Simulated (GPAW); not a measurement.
# Surface energy and work function of Ta(100) from slabs of 4 to 12 layers (LDA)

How do energy and work function of Ta(100) films settle with thickness, and what surface energy follows?

**Method.** GPAW 26.7.0, plane waves at 450 eV with PAW setups; symmetric 1×1 slabs cut at the tabulated lattice constant (two decimals; low-temperature values for the alkali metals), atoms at bulk places, 7.5 Å of vacuum on each side, one in-plane mesh for all thicknesses, Fermi-Dirac smearing of 0.1 eV. Energies are extrapolated to zero smearing and count from the program's reference atoms. Functional LDA. The cell's area is 10.956 Å².

The runs, one held back:

| layers | energy (eV) | work function (eV) |
| --- | --- | --- |
| 4 | −39.0139 | 4.22 |
| 5 | −50.0480 | 4.19 |
| 6 | −61.0051 | 4.21 |
| 7 | −71.8897 | 4.23 |
| 8 | −82.8038 | 4.23 |
| 9 | −93.7199 | 4.23 |
| 10 | −104.6143 | 4.23 |
| 11 | −115.5133 | 4.23 |
| 12 | ? | ? |

**Question.** What surface energy do these runs give, and what energy and work function should the 12-layer slab have?

Worked answer. A slab of n layers has E(n) = nε + 2Aγ once its middle is bulk-like. A line through n = 6 to 11 has the slope ε = −10.9037 eV a layer and the intercept 2Aγ = 4.4241 eV (r.m.s. residual 7.4 meV). So γ = 4.4241 / (2 × 10.956 Å²) = 0.2019 eV/Å² = 3.23 J/m², with a standard error of about 0.01 J/m² from the scatter about the line. For 12 layers: 4.4241 + 12 × (−10.9037) = −126.421 eV; the run gives −126.428 eV, 6.8 meV under the line. The work function has no such law: from 6 to 11 layers it moves between 4.21 and 4.23 eV (mean 4.23), and the 12-layer slab gives 4.23 eV. The thinnest slab, 4 layers, lies −0.01 eV from that mean. The measured value for this face is 4.10 eV (“Anisotropic work function of elemental crystals” (2019, arxiv:1902.07811)); the unrelaxed 12-layer slab lies 0.13 eV over it.

Caveats: The surfaces are unrelaxed, so γ is an upper bound for this functional and lattice constant. The tabulated lattice constant isn't the functional's own, which strains the slab a little. Spin-orbit coupling is left out.
